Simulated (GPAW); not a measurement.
**The basis that the transmission of a B chain with two Pt atoms in line needs**

Wanted: the zero-bias transmission of a B chain with two Pt atoms in line on a ladder of levels, with run times.

Calculated with GPAW 26.7.0; GPAW LCAO, PAW setups; Landauer transmission from Green's functions with principal layers (ASE), zero bias.

**1. Starting point**

The cell holds 14 atoms: 12 B and 2 Pt. Cell: a = 9.000 Å, b = 9.000 Å, c = 23.357 Å, α = 90.0°, β = 90.0°, γ = 90.0°. Regions: left lead, 6 atoms (6 B); channel, 2 atoms (2 Pt); right lead, 6 atoms (6 B). Vacuum lies along a and b. The structure is stacked along c, and the current runs across the ab planes.

**2. Double-zeta polarised basis**

Localised orbitals split the wire into layers that couple to their neighbours alone, which is what the Green's function method needs; double zeta with polarisation is the usual level for numbers.

run.py

```python
import json
import numpy as np
from ase import Atoms
from ase.transport.calculators import TransportCalculator
from gpaw import GPAW, FermiDirac
from gpaw.lcao.tools import get_lcao_hamiltonian
from scipy.linalg import eigh

# The junction with lead layers at both ends, along the third cell vector
device = Atoms(
    ['B', 'B', 'B', 'B', 'B', 'B', 'Pt', 'Pt', 'B', 'B', 'B', 'B', 'B', 'B'],
    positions=[
        [4.50000, 4.50000, 0.77500],
        [4.50000, 4.50000, 2.32500],
        [4.50000, 4.50000, 3.87500],
        [4.50000, 4.50000, 5.42500],
        [4.50000, 4.50000, 6.97500],
        [4.50000, 4.50000, 8.52500],
        [4.50000, 4.50000, 10.47840],
        [4.50000, 4.50000, 12.87840],
        [4.50000, 4.50000, 14.83180],
        [4.50000, 4.50000, 16.38180],
        [4.50000, 4.50000, 17.93180],
        [4.50000, 4.50000, 19.48180],
        [4.50000, 4.50000, 21.03180],
        [4.50000, 4.50000, 22.58180]],
    cell=[[9.0, 0.0, 0.0], [0.0, 9.0, 0.0], [0.0, 0.0, 23.3568]],
    pbc=True)

# One principal layer of the lead: the first 4 atoms of the device
lead = Atoms(
    ['B', 'B', 'B', 'B'],
    positions=[
        [4.50000, 4.50000, 0.77500],
        [4.50000, 4.50000, 2.32500],
        [4.50000, 4.50000, 3.87500],
        [4.50000, 4.50000, 5.42500]],
    cell=[[9.0, 0.0, 0.0], [0.0, 9.0, 0.0], [0.0, 0.0, 6.2]],
    pbc=True)

settings = dict(mode='lcao', basis='dzp', xc='PBE', h=0.2,
                occupations=FermiDirac(0.1), maxiter=250,
                mixer=dict(beta=0.1, nmaxold=8, weight=100.0),
                convergence=dict(density=0.0001))
energies = np.arange(-2, 2 + 1e-9, 0.05)
eta = 0.0001
n1, n2 = 1, 1
# k and -k transmit alike, so half of the mesh across the current serves
mesh = [(i, j) for i in range(n1) for j in range(n2) if (i, j) <= (-i % n1, -j % n2)]
weights = np.array([1 if (i, j) == (-i % n1, -j % n2) else 2 for i, j in mesh]) / (n1 * n2)

# [... helper functions left out ...]
fermi_lead = ground_state(lead, (1, 1, 18), 'lead.txt')
fermi_device = ground_state(device, (1, 1, 3), 'device.txt')
# [... loop over the mesh left out, but for ...]
        # Shift the lead onto the potential of the device's first layer
        shift = ((H[:, 0, 0] - H0[:, 0, 0]) / S0[0, 0]).real.mean()
# [...]
kT = 8.617333e-5 * 300
bias = [0.1, 0.2, 0.5, 1.0, 1.5, 2.0]
# [... integrals and printing left out ...]
```

Started as:

```
OMP_NUM_THREADS=1 OPENBLAS_NUM_THREADS=1 python run.py
```

What it wrote:

```text
basis functions: device 210, principal layer 52
Fermi level: lead -4.8868 eV, device -4.7918 eV; lead shifted by 0.0330 eV
largest coupling past the next layer 9.55e-05 eV, largest misfit of the first layer 0.098 eV
  E-E_F (eV)   T (one spin)  channels
    -2.000    2.8943e-13    0.0000
    -1.950    1.5338e-13    0.0000
    -1.900    8.6916e-14    0.0000
    -1.850    5.3213e-14    0.0000
    -1.800    3.6655e-14    0.0000
    -1.750    3.3076e-14    0.0000
    -1.700    6.5479e-14    0.0000
    -1.650    1.3892e-12    0.0000
    -1.600    5.4082e-13    0.0000
    -1.550    1.7222e-13    0.0000
    -1.500    1.3394e-13    0.0000
    -1.450    1.4412e-13    0.0000
    -1.400    1.8809e-13    0.0000
    -1.350    2.8402e-13    0.0000
    -1.300    4.8667e-13    0.0000
    -1.250    9.4036e-13    0.0000
[...]
1.650    5.7524e-01    2.0000
     1.700    5.8157e-01    2.0000
     1.750    5.8827e-01    2.0000
     1.800    5.9530e-01    2.0000
     1.850    6.0259e-01    2.0000
     1.900    6.1011e-01    2.0000
     1.950    6.1782e-01    2.0000
     2.000    6.2571e-01    2.0000
conductance at 300 K: 1.0751 G0 a cell; thermopower 0.8262 uV/K
current from the zero-bias T(E) at 0.1 V: 8.3173 uA
current from the zero-bias T(E) at 0.2 V: 16.559 uA
current from the zero-bias T(E) at 0.5 V: 40.129 uA
current from the zero-bias T(E) at 1.0 V: 72.724 uA
current from the zero-bias T(E) at 1.5 V: 96.285 uA
current from the zero-bias T(E) at 2.0 V: 110.58 uA
```

Wall time 70 s (1 thread of Arm Neoverse N1, shared host); peak memory 0.78 GiB.

Numbers from this step:

* conductance: 1.075 G₀
* largest coupling past the next principal layer: 9.55e-5 eV
* largest misfit of the first principal layer: 0.09771 eV
* shift that aligns the lead: 0.03301 eV
* basis functions of the junction: 210
* basis functions of a principal layer: 52
* transmission at the Fermi level (one spin): 1.080
* open channels of the lead at the Fermi level (one spin): 2

One spin. Table of transmission, zone mean by energy, zero at the Fermi level:

| energy (eV) | transmission, zone mean |
| --- | --- |
| -2.00 | 0 |
| -1.85 | 0 |
| -1.70 | 0 |
| -1.60 | 0 |
| -1.45 | 0 |
| -1.30 | 0 |
| -1.15 | 5.2e-12 |
| -1.05 | 5.8e-11 |
| -0.90 | 4.0e-5 |
| -0.75 | 0.392 |
| -0.60 | 0.543 |
| -0.50 | 0.664 |
| -0.35 | 0.862 |
| -0.20 | 1.02 |
| -0.05 | 1.08 |
| 0.00 | 1.08 |
| 0.05 | 1.07 |
| 0.20 | 0.989 |
| 0.35 | 0.876 |
| 0.50 | 0.767 |
| 0.60 | 0.705 |
| 0.75 | 0.634 |
| 0.90 | 0.587 |
| 1.05 | 0.560 |
| 1.15 | 0.551 |
| 1.30 | 0.548 |
| 1.45 | 0.555 |
| 1.60 | 0.569 |
| 1.70 | 0.582 |
| 1.85 | 0.603 |
| 2.00 | 0.626 |

Crossings of the lead's bands, unfolded to its shortest repeat. The open channels, zone mean by energy, zero at the Fermi level:

| energy (eV) | open channels, zone mean |
| --- | --- |
| -1.000 | 0 |
| -0.800 | 2 |
| -0.600 | 2 |
| -0.400 | 2 |
| -0.200 | 2 |
| 0.000 | 2 |
| 0.200 | 2 |
| 0.400 | 2 |
| 0.600 | 2 |
| 0.800 | 2 |
| 1.000 | 2 |
| 1.200 | 2 |
| 1.400 | 2 |
| 1.600 | 2 |
| 1.800 | 2 |
| 2.000 | 2 |

Not self-consistent under bias; the bias window is split evenly. Table of current through one cell, from the zero-bias transmission by bias:

| bias (V) | current through one cell, from the zero-bias transmission (μA) |
| --- | --- |
| 0.100 | 8.32 |
| 0.200 | 16.6 |
| 0.500 | 40.1 |
| 1.000 | 72.7 |
| 1.500 | 96.3 |
| 2.000 | 111 |

Table of transmission of the three most open eigenchannels by energy, zero at the Fermi level:

| energy (eV) | channel 1 = channel 2 | channel 3 |
| --- | --- | --- |
| -2.00 | 0 | 0 |
| -1.85 | 0 | 0 |
| -1.70 | 0 | 0 |
| -1.60 | 0 | 0 |
| -1.45 | 0 | 0 |
| -1.30 | 0 | 0 |
| -1.15 | 2.6e-12 | 0 |
| -1.05 | 2.9e-11 | 0 |
| -0.90 | 2.0e-5 | 0 |
| -0.75 | 0.196 | 0 |
| -0.60 | 0.271 | 0 |
| -0.50 | 0.332 | 0 |
| -0.35 | 0.431 | 0 |
| -0.20 | 0.509 | 0 |
| -0.05 | 0.541 | 0 |
| 0.00 | 0.540 | 0 |
| 0.05 | 0.534 | 0 |
| 0.20 | 0.494 | 0 |
| 0.35 | 0.438 | 0 |
| 0.50 | 0.384 | 0 |
| 0.60 | 0.353 | 0 |
| 0.75 | 0.317 | 0 |
| 0.90 | 0.293 | 0 |
| 1.05 | 0.280 | 0 |
| 1.15 | 0.275 | 0 |
| 1.30 | 0.274 | 0 |
| 1.45 | 0.278 | 0 |
| 1.60 | 0.285 | 0 |
| 1.70 | 0.291 | 0 |
| 1.85 | 0.301 | 0 |
| 2.00 | 0.313 | 0 |

Couplings past the next layer reach 9.5e-5 eV, small enough to drop; the matrix elements of the cell's first layer differ from the bulk lead's by up to 0.098 eV. That layer keeps its own values in the calculation, and only beyond it is the lead taken as perfect. The Fermi levels of lead and junction count from different zeros of potential, one for each periodic cell; with both set to zero, the small remaining shift is what aligns them. Without spin-orbit coupling, which is large for these atoms, channel counts and T are those of the scalar-relativistic bands. By hand: G = 1.075 × 77.48 μS = 83.3 μS, a resistance of 12.0 kΩ; at 0.1 V a linear junction would pass 8.33 μA, and the integral over the bias window gives 8.32 μA.

**3. Single-zeta polarised basis**

The second zeta is dropped, the polarisation orbitals stay.

Edit run.py of step 2 so:

```diff
@@ -40,3 +40,3 @@
 
-settings = dict(mode='lcao', basis='dzp', xc='PBE', h=0.2,
+settings = dict(mode='lcao', basis='szp(dzp)', xc='PBE', h=0.2,
                 occupations=FermiDirac(0.1), maxiter=250,
```

What it wrote:

```text
basis functions: device 138, principal layer 36
Fermi level: lead -6.2058 eV, device -5.7409 eV; lead shifted by 0.0372 eV
largest coupling past the next layer 9.58e-05 eV, largest misfit of the first layer 0.109 eV
  E-E_F (eV)   T (one spin)  channels
    -2.000    5.9664e-18    0.0000
    -1.950    9.9783e-18    0.0000
    -1.900    2.2365e-17    0.0000
    -1.850    6.0110e-17    0.0000
    -1.800    1.9512e-16    0.0000
    -1.750    8.7445e-16    0.0000
    -1.700    9.6439e-15    0.0000
    -1.650    7.6532e-14    0.0000
    -1.600    8.6017e-15    0.0000
    -1.550    5.3622e-15    0.0000
    -1.500    5.1735e-15    0.0000
    -1.450    6.2197e-15    0.0000
    -1.400    8.6324e-15    0.0000
    -1.350    1.3370e-14    0.0000
    -1.300    2.2737e-14    0.0000
    -1.250    4.2181e-14    0.0000
[...]
1.650    4.6396e-01    2.0000
     1.700    4.6746e-01    2.0000
     1.750    4.7103e-01    2.0000
     1.800    4.7462e-01    2.0000
     1.850    4.7823e-01    2.0000
     1.900    4.8184e-01    2.0000
     1.950    4.8546e-01    2.0000
     2.000    4.8909e-01    2.0000
conductance at 300 K: 0.98806 G0 a cell; thermopower 1.62 uV/K
current from the zero-bias T(E) at 0.1 V: 7.638 uA
current from the zero-bias T(E) at 0.2 V: 15.172 uA
current from the zero-bias T(E) at 0.5 V: 36.21 uA
current from the zero-bias T(E) at 1.0 V: 63.039 uA
current from the zero-bias T(E) at 1.5 V: 81.503 uA
current from the zero-bias T(E) at 2.0 V: 91.34 uA
```

It took 52 s on 1 thread; peak memory 0.76 GiB.

This step gave:

```yaml
conductance: 0.9881 G₀
thermopower: 1.620 μV/K
largest_coupling_past_the_next_principal_layer: 9.58e-5 eV
largest_misfit_of_the_first_principal_layer: 0.1094 eV
shift_that_aligns_the_lead: 0.03721 eV
basis_functions_of_the_junction: 138
basis_functions_of_a_principal_layer: 36
transmission_at_the_fermi_level_one_spin: 0.9953
```

One spin. The transmission, zone mean by energy, zero at the Fermi level:

energy (eV), transmission, zone mean and a bar:
```
    -2.00       0.00 
    -1.85       0.00 
    -1.70       0.00 
    -1.60       0.00 
    -1.45       0.00 
    -1.30       0.00 
    -1.15       0.00 
    -1.05       0.00 
    -0.90       0.00 
    -0.75       0.43 #############
    -0.60       0.41 ############
    -0.50       0.49 ###############
    -0.35       0.71 #####################
    -0.20       0.92 ###########################
    -0.05       1.00 ##############################
     0.00       1.00 ##############################
     0.05       0.98 #############################
     0.20       0.87 ##########################
     0.35       0.73 ######################
     0.50       0.62 ###################
     0.60       0.56 #################
     0.75       0.50 ###############
     0.90       0.47 ##############
     1.05       0.45 #############
     1.15       0.45 #############
     1.30       0.45 #############
     1.45       0.45 ##############
     1.60       0.46 ##############
     1.70       0.47 ##############
     1.85       0.48 ##############
     2.00       0.49 ###############
```

Crossings of the lead's bands, unfolded to its shortest repeat. The open channels, zone mean by energy, zero at the Fermi level:

energy (eV), open channels, zone mean and a bar:
```
    -2.00       0.00 
    -1.85       0.00 
    -1.70       0.00 
    -1.60       0.00 
    -1.45       0.00 
    -1.30       0.00 
    -1.15       0.00 
    -1.05       0.00 
    -0.90       0.00 
    -0.75       2.00 ##############################
    -0.60       2.00 ##############################
    -0.50       2.00 ##############################
    -0.35       2.00 ##############################
    -0.20       2.00 ##############################
    -0.05       2.00 ##############################
     0.00       2.00 ##############################
     0.05       2.00 ##############################
     0.20       2.00 ##############################
     0.35       2.00 ##############################
     0.50       2.00 ##############################
     0.60       2.00 ##############################
     0.75       2.00 ##############################
     0.90       2.00 ##############################
     1.05       2.00 ##############################
     1.15       2.00 ##############################
     1.30       2.00 ##############################
     1.45       2.00 ##############################
     1.60       2.00 ##############################
     1.70       2.00 ##############################
     1.85       2.00 ##############################
     2.00       2.00 ##############################
```

Not self-consistent under bias; the bias window is split evenly. Table of current through one cell, from the zero-bias transmission by bias:

| bias (V) | current through one cell, from the zero-bias transmission (μA) |
| --- | --- |
| 0.100 | 7.64 |
| 0.200 | 15.2 |
| 0.500 | 36.2 |
| 1.000 | 63.0 |
| 1.500 | 81.5 |
| 2.000 | 91.3 |

Table of transmission of the three most open eigenchannels by energy, zero at the Fermi level:

| energy (eV) | channel 1 = channel 2 | channel 3 |
| --- | --- | --- |
| -2.00 | 0 | 0 |
| -1.85 | 0 | 0 |
| -1.70 | 0 | 0 |
| -1.60 | 0 | 0 |
| -1.45 | 0 | 0 |
| -1.30 | 0 | 0 |
| -1.15 | 0 | 0 |
| -1.05 | 0 | 0 |
| -0.90 | 4.5e-11 | 0 |
| -0.75 | 0.213 | 0 |
| -0.60 | 0.203 | 0 |
| -0.50 | 0.246 | 0 |
| -0.35 | 0.353 | 0 |
| -0.20 | 0.458 | 0 |
| -0.05 | 0.500 | 0 |
| 0.00 | 0.498 | 0 |
| 0.05 | 0.488 | 0 |
| 0.20 | 0.433 | 0 |
| 0.35 | 0.366 | 0 |
| 0.50 | 0.310 | 0 |
| 0.60 | 0.281 | 0 |
| 0.75 | 0.251 | 0 |
| 0.90 | 0.234 | 0 |
| 1.05 | 0.225 | 0 |
| 1.15 | 0.223 | 0 |
| 1.30 | 0.223 | 0 |
| 1.45 | 0.226 | 0 |
| 1.60 | 0.230 | 0 |
| 1.70 | 0.234 | 0 |
| 1.85 | 0.239 | 0 |
| 2.00 | 0.245 | 0 |

The conductance, 0.988 G₀, lies 8.1 % below that of the dzp run.

**4. GPAW, sz: basis = "sz(dzp)"**

The minimal basis is the cheapest rung: no second zeta and no polarisation.

Edit run.py of step 3 so:

```diff
@@ -40,3 +40,3 @@
 
-settings = dict(mode='lcao', basis='szp(dzp)', xc='PBE', h=0.2,
+settings = dict(mode='lcao', basis='sz(dzp)', xc='PBE', h=0.2,
                 occupations=FermiDirac(0.1), maxiter=250,
```

What it wrote:

```text
basis functions: device 72, principal layer 16
Fermi level: lead -6.6755 eV, device -6.0682 eV; lead shifted by 0.0422 eV
largest coupling past the next layer 9.60e-05 eV, largest misfit of the first layer 0.131 eV
  E-E_F (eV)   T (one spin)  channels
    -2.000    7.2388e-18    0.0000
    -1.950    1.7147e-17    0.0000
    -1.900    4.4387e-17    0.0000
[...]
1.950    4.3505e-01    2.0000
     2.000    4.3682e-01    2.0000
conductance at 300 K: 1.0164 G0 a cell; thermopower 1.868 uV/K
current from the zero-bias T(E) at 0.1 V: 7.857 uA
current from the zero-bias T(E) at 0.2 V: 15.605 uA
current from the zero-bias T(E) at 0.5 V: 37.218 uA
current from the zero-bias T(E) at 1.0 V: 64.667 uA
current from the zero-bias T(E) at 1.5 V: 83.58 uA
current from the zero-bias T(E) at 2.0 V: 93.241 uA
```

Wall time 35 s (1 thread); peak memory 0.71 GiB.

Numbers from this step:

* conductance: 1.016 G₀
* thermopower: 1.868 μV/K
* largest coupling past the next principal layer: 9.60e-5 eV
* largest misfit of the first principal layer: 0.1314 eV
* shift that aligns the lead: 0.04220 eV
* basis functions of the junction: 72
* basis functions of a principal layer: 16
* transmission at the Fermi level (one spin): 1.024

One spin. Transmission, zone mean against energy, zero at the Fermi level:

| energy (eV) | transmission, zone mean |
| --- | --- |
| -2.00 | 0 |
| -1.85 | 0 |
| -1.70 | 0 |
| -1.60 | 0 |
| -1.45 | 0 |
| -1.30 | 0 |
| -1.15 | 0 |
| -1.05 | 2.9e-12 |
| -0.90 | 2.9e-10 |
| -0.75 | 0.524 |
| -0.60 | 0.430 |
| -0.50 | 0.516 |
| -0.35 | 0.734 |
| -0.20 | 0.948 |
| -0.05 | 1.03 |
| 0.00 | 1.02 |
| 0.05 | 1.00 |
| 0.20 | 0.882 |
| 0.35 | 0.738 |
| 0.50 | 0.617 |
| 0.60 | 0.556 |
| 0.75 | 0.491 |
| 0.90 | 0.452 |
| 1.05 | 0.430 |
| 1.15 | 0.422 |
| 1.30 | 0.418 |
| 1.45 | 0.419 |
| 1.60 | 0.423 |
| 1.70 | 0.426 |
| 1.85 | 0.431 |
| 2.00 | 0.437 |

The conductance, 1.02 G₀, lies 5.5 % below that of the dzp run.

**5. RPBE in the dzp basis: xc = "RPBE"**

Back in the dzp basis, the functional changes from PBE to RPBE, to set the spread between functionals beside that between bases.

Edit run.py of step 4 so:

```diff
@@ -40,3 +40,3 @@
 
-settings = dict(mode='lcao', basis='sz(dzp)', xc='PBE', h=0.2,
+settings = dict(mode='lcao', basis='dzp', xc='RPBE', h=0.2,
                 occupations=FermiDirac(0.1), maxiter=250,
```

What it wrote:

```text
basis functions: device 210, principal layer 52
Fermi level: lead -4.8018 eV, device -4.7023 eV; lead shifted by 0.0337 eV
largest coupling past the next layer 9.55e-05 eV, largest misfit of the first layer 0.095 eV
  E-E_F (eV)   T (one spin)  channels
    -2.000    2.5279e-13    0.0000
    -1.950    1.3608e-13    0.0000
    -1.900    7.8054e-14    0.0000
[...]
1.950    6.0669e-01    2.0000
     2.000    6.1478e-01    2.0000
conductance at 300 K: 1.0596 G0 a cell; thermopower 0.8883 uV/K
current from the zero-bias T(E) at 0.1 V: 8.1968 uA
current from the zero-bias T(E) at 0.2 V: 16.318 uA
current from the zero-bias T(E) at 0.5 V: 39.534 uA
current from the zero-bias T(E) at 1.0 V: 71.593 uA
current from the zero-bias T(E) at 1.5 V: 94.746 uA
current from the zero-bias T(E) at 2.0 V: 108.78 uA
```

It took 67 s on 1 thread; peak memory 0.78 GiB.

Numbers from this step:

| Item | Value |
| --- | --- |
| conductance | 1.060 G₀ |
| largest coupling past the next principal layer | 9.55e-5 eV |
| largest misfit of the first principal layer | 0.09493 eV |
| shift that aligns the lead | 0.03375 eV |
| basis functions of the junction | 210 |
| basis functions of a principal layer | 52 |
| transmission at the Fermi level (one spin) | 1.065 |

One spin. The transmission, zone mean by energy, zero at the Fermi level:

| energy (eV) | transmission, zone mean |
| --- | --- |
| -2.00 | 0 |
| -1.85 | 0 |
| -1.70 | 0 |
| -1.60 | 0 |
| -1.45 | 0 |
| -1.30 | 0 |
| -1.15 | 5.2e-12 |
| -1.05 | 5.9e-11 |
| -0.90 | 4.9e-5 |
| -0.75 | 0.389 |
| -0.60 | 0.536 |
| -0.50 | 0.655 |
| -0.35 | 0.850 |
| -0.20 | 1.01 |
| -0.05 | 1.07 |
| 0.00 | 1.06 |
| 0.05 | 1.05 |
| 0.20 | 0.972 |
| 0.35 | 0.860 |
| 0.50 | 0.751 |
| 0.60 | 0.690 |
| 0.75 | 0.620 |
| 0.90 | 0.574 |
| 1.05 | 0.547 |
| 1.15 | 0.538 |
| 1.30 | 0.536 |
| 1.45 | 0.543 |
| 1.60 | 0.557 |
| 1.70 | 0.570 |
| 1.85 | 0.591 |
| 2.00 | 0.615 |

The conductance, 1.06 G₀, lies 1.4 % below that of the dzp run.

**6. Cost and result by level**

Times are for 1 thread of Arm Neoverse N1, shared host. Results by setting:

| no. | run | conductance (G₀) | time | memory (GiB) |
| --- | --- | --- | --- | --- |
| 1 | dzp | 1.075 | 70 s | 0.78 |
| 2 | szp | 0.9881 | 52 s | 0.76 |
| 3 | sz | 1.016 | 35 s | 0.71 |
| 4 | dzp RPBE | 1.060 | 67 s | 0.78 |

**7. Comparison**

The curves are compared point by point over the common energies.

This step: comparison of transmission and cost over codes and levels (GPAW 26.7.0).

Ladder, by row:

| step | code | T at the Fermi level (sum over the listed spins) | conductance (G0) | r.m.s. T(E) from the first | wall time (s) | peak memory (GiB) | threads |
| --- | --- | --- | --- | --- | --- | --- | --- |
| dzp | GPAW | 1.08 | 1.075 | 0 | 69.84 | 0.78 | 1 |
| szp | GPAW | 0.9953 | 0.9881 | 0.1116 | 52.25 | 0.76 | 1 |
| sz | GPAW | 1.024 | 1.016 | 0.1185 | 34.9 | 0.71 | 1 |
| dzp-RPBE | GPAW | 1.065 | 1.06 | 0.01088 | 67.23 | 0.78 | 1 |

The transmission, zone mean, sum over the listed spins by energy, zero at the Fermi level:

| energy (eV) | dzp | szp | sz | dzp-RPBE |
| --- | --- | --- | --- | --- |
| -2.0000 | 2.9e-13 | 0 | 0 | 2.5e-13 |
| -1.7500 | 3.3e-14 | 0 | 0 | 3.1e-14 |
| -1.5000 | 1.3e-13 | 0 | 0 | 1.3e-13 |
| -1.2500 | 9.4e-13 | 4.2e-14 | 8.1e-14 | 9.4e-13 |
| -1.0000 | 3.2e-10 | 4.2e-12 | 1.0e-11 | 3.2e-10 |
| -0.7500 | 0.392 | 0.427 | 0.524 | 0.389 |
| -0.5000 | 0.664 | 0.493 | 0.516 | 0.655 |
| -0.2500 | 0.975 | 0.856 | 0.886 | 0.962 |
| -0.0500 | 1.08 | 1.00 | 1.03 | 1.07 |
| 0.0000 | 1.08 | 0.995 | 1.02 | 1.06 |
| 0.2500 | 0.953 | 0.820 | 0.833 | 0.936 |
| 0.5000 | 0.767 | 0.619 | 0.617 | 0.751 |
| 0.7500 | 0.634 | 0.503 | 0.491 | 0.620 |
| 1.0000 | 0.567 | 0.454 | 0.436 | 0.554 |
| 1.2500 | 0.548 | 0.445 | 0.418 | 0.535 |
| 1.5000 | 0.559 | 0.454 | 0.420 | 0.547 |
| 1.7500 | 0.588 | 0.471 | 0.428 | 0.577 |
| 2.0000 | 0.626 | 0.489 | 0.437 | 0.615 |

(Part 1 of 2 ends here.)

[Logs are printed without paths, hosts, clocks, repeated set-up lines and the standing remarks that a program may print on its own settings, such as how far it seeks lower states.]

[Hosts, paths, dates, database ids (printed as entryN), source tags and the programs' standing remarks are cut or masked in the printed files.]
